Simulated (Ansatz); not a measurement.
# Squeezing and shearing glassy 71SiO2-29BaO (mol %) (65 atoms): runs compared

How stiff is glassy 71SiO2-29BaO (mol %) (65 atoms), and how do its levels respond to strain?

Computed with Ansatz 0.2.0: Kohn-Sham DFT, PBE, PAW (set soft_2), plane waves.

## 1. The cell as built

The cell holds 65 atoms: 17 Si, 7 Ba and 41 O. Its edges and angles: a = 10.034 Å, b = 10.034 Å, c = 10.034 Å, α = 90.0°, β = 90.0°, γ = 90.0°. 65 atoms (17 Si, 7 Ba, 41 O) placed at random at 3.34 g/cm³, melted at 4000 K for 10 ps at fixed volume with the Morse and Coulomb pair potential with partial charges (Pedone, Malavasi, Menziani, Cormack and Segre, J. Phys. Chem. B 110, 11780 (2006)). Quenched from 4000 K to 300 K at 100 K/ps and fixed volume, held 10 ps at zero pressure.

What the set-up can't give: The quench rate of 100 K/ps is orders of magnitude faster than experiment, which tends to freeze in extra defects. The starting topology of bonds comes from the classical model, and needn't be the one that DFT or experiment would give. Sampling is at Γ alone. No spin–orbit coupling is included, so levels derived from the heavy atoms are approximate.

## 2. The reference run

The reference is a single point at the end of the relaxation.

Every strained cell starts from the geometry of this run, and its atoms are relaxed with the cell held.

Its input, with most atom lines left out:

```yaml
crystal:
  lattice:
    - [10.34084, 0.26452, 0.22955]
    - [0.26452, 10.26185, 0.16745]
    - [0.22955, 0.16745, 9.91869]
  atoms:
    - { symbol: Si, position: [0.09825, 0.9988, 0.43982] }
    - { symbol: Si, position: [0.45964, 0.20666, 0.29731] }
    - { symbol: Si, position: [0.22553, 0.23555, 0.50833] }
    - { symbol: Si, position: [0.04077, 0.47765, 0.53552] }
    - { symbol: Si, position: [0.55526, 0.7164, 0.22675] }
    - { symbol: Si, position: [0.97423, 0.04866, 0.90072] }
    - { symbol: Si, position: [0.91861, 0.34445, 0.32251] }
    [... atom lines 8 to 65 left out ...]
kpoints:
  mp_grid: { grid: [1, 1, 1] }
hamiltonian:
  xc: pbe
scf:
  occupations: { method: fixed }
output:
  forces: true
  stress: true
  populations: true
  dos:
    method: { smearing: { sigma: 0.1 } }
    de: 0.1
    projected: { site_lists: { Ba: [Ba], O: [O], Si: [Si] } }
  eigenvalues: true
  write_density: true
  write_potential: true
  volumetric_format: npy
  elf: true
```

| Quantity | Value |
| --- | --- |
| free energy per atom | -1166.1892 eV/atom |
| r.m.s. force component | 0.00798 eV/Å |
| pressure | 0.0005482 GPa |

Filled and empty levels are parted by 4.02 eV (at Γ alone); a semilocal functional tends to put such gaps too low. In a disordered cell it changes from sample to sample, and tail or defect levels can set it.

## 3. The runs

Each row is one run, on 4 threads of Arm Neoverse V1, shared host. The free energy is the program's total, comparable only between runs with the same functional, potentials and atoms.

```
                                 run  atoms    outcome  ionic steps, all passes  free energy (eV)     time  host memory (GiB)
           Single point at the start     65  converged                        -        -75795.043    6.9 s                1.1
              Cell and atoms relaxed     65  converged                       21        -75802.301  2.3 min                1.1
Single point at the relaxed geometry     65  converged                        -        -75802.301     14 s                1.2
                         Volume -3 %     65  converged                        8        -75802.162     69 s                1.2
                         Volume +3 %     65  converged                        7        -75802.178     62 s                1.2
                         Volume -6 %     65  converged                        8        -75801.730     71 s                1.1
                         Volume +6 %     65  converged                        7        -75801.869     68 s                1.2
                        Volume -10 %     65  converged                       13        -75800.724  1.7 min                1.1
            Stretched by 1 % along x     65  converged                        6        -75802.279     54 s                1.2
           Compressed by 1 % along x     65  converged                        5        -75802.276     45 s                1.2
                Sheared by 2 % in xy     65  converged                        6        -75802.279     57 s                1.2
```

In some runs the program notes that the SCF threshold is loose for the stress.

## 4. Pressure against volume

Atoms are relaxed at each volume, in the scaled cell.

```
volume change (%)  volume (Å³/atom)  energy change (meV/atom)  pressure (GPa)  largest move on relaxing (Å)  bonds  gap (eV)
              -10            14.553                     24.25            4.71                          0.86    116                4.26
               -6            15.199                      8.78            2.99                          0.28    113                4.22
               -3            15.685                      2.13            1.40                          0.13    112                4.11
               +0            16.170                      0.00            0.00                             -    110                4.02
               +3            16.655                      1.89           -1.18                          0.11    108                3.92
               +6            17.140                      6.64           -1.97                          0.29    106                3.81
```

## 5. Uniaxial strain and shear

Stress (GPa, compression positive) less that of the relaxed cell, atoms relaxed:

```
                   strain      xx      yy      zz      xy  energy change (meV/atom)
 stretched by 1 % along x  -0.631  -0.278  -0.176   0.094                      0.34
compressed by 1 % along x   0.635   0.241   0.172  -0.070                      0.37
     sheared by 2 % in xy   0.175   0.121   0.082  -0.414                      0.33
```

## 6. Findings

The bulk modulus, from the slope of pressure against ln V over the three points nearest the relaxed volume, is 43.0 GPa; between neighbouring points the slope runs 40, 51, 46, 40 and 27 GPa from the smallest volume up, without a steady fall, so no pressure derivative is given. The count of bonds runs from 106 to 116 over the series, so at some points contacts cross the cutoffs. At -10 % some atom moved by over 0.5 Å on relaxing, so that point may sit in another local minimum. The gap goes from 4.26 eV at the smallest volume to 3.81 eV at the largest, -2.8 eV per unit of ln V by a straight line, on the run's k-points. In the Cartesian axes of the cell, finite differences give C11 = 63.3, C12 = 26.0, C13 = 17.4 and C66 = 20.7 GPa (the shear of 2 % is the engineering strain, εxy = 0.01). The mean of C11, C12 and C13, which equals the bulk modulus in a cubic or isotropic solid, is 35.6 GPa: it lies 17 % under the bulk modulus from the volumes. For an isotropic solid C66 would equal (C11 − C12)/2 = 18.7 GPa; so small a sample needn't be isotropic, and C66 rests on one shear. With the bulk modulus and C66 as K and G, Young's modulus would be about 54 GPa and Poisson's ratio 0.29.

**Limits.** Strains are finite and relaxations stop at the force tolerance of the input, which can leave moduli too stiff; they are those of a static cell at zero temperature. Volumes are changed with the cell's shape held, so in an anisotropic solid the modulus lies over the one under free hydrostatic load. The program notes that the SCF threshold of the relaxations is loose for the stress.

The DFT runs together took 12 min of wall time.

[Logs are printed without paths, hosts, clocks, repeated set-up lines and the standing remarks that a program may print on its own settings, such as how far it seeks lower states.]

[Hosts, paths, dates, database ids (printed as entryN), source tags and the programs' standing remarks are cut or masked in the printed files.]
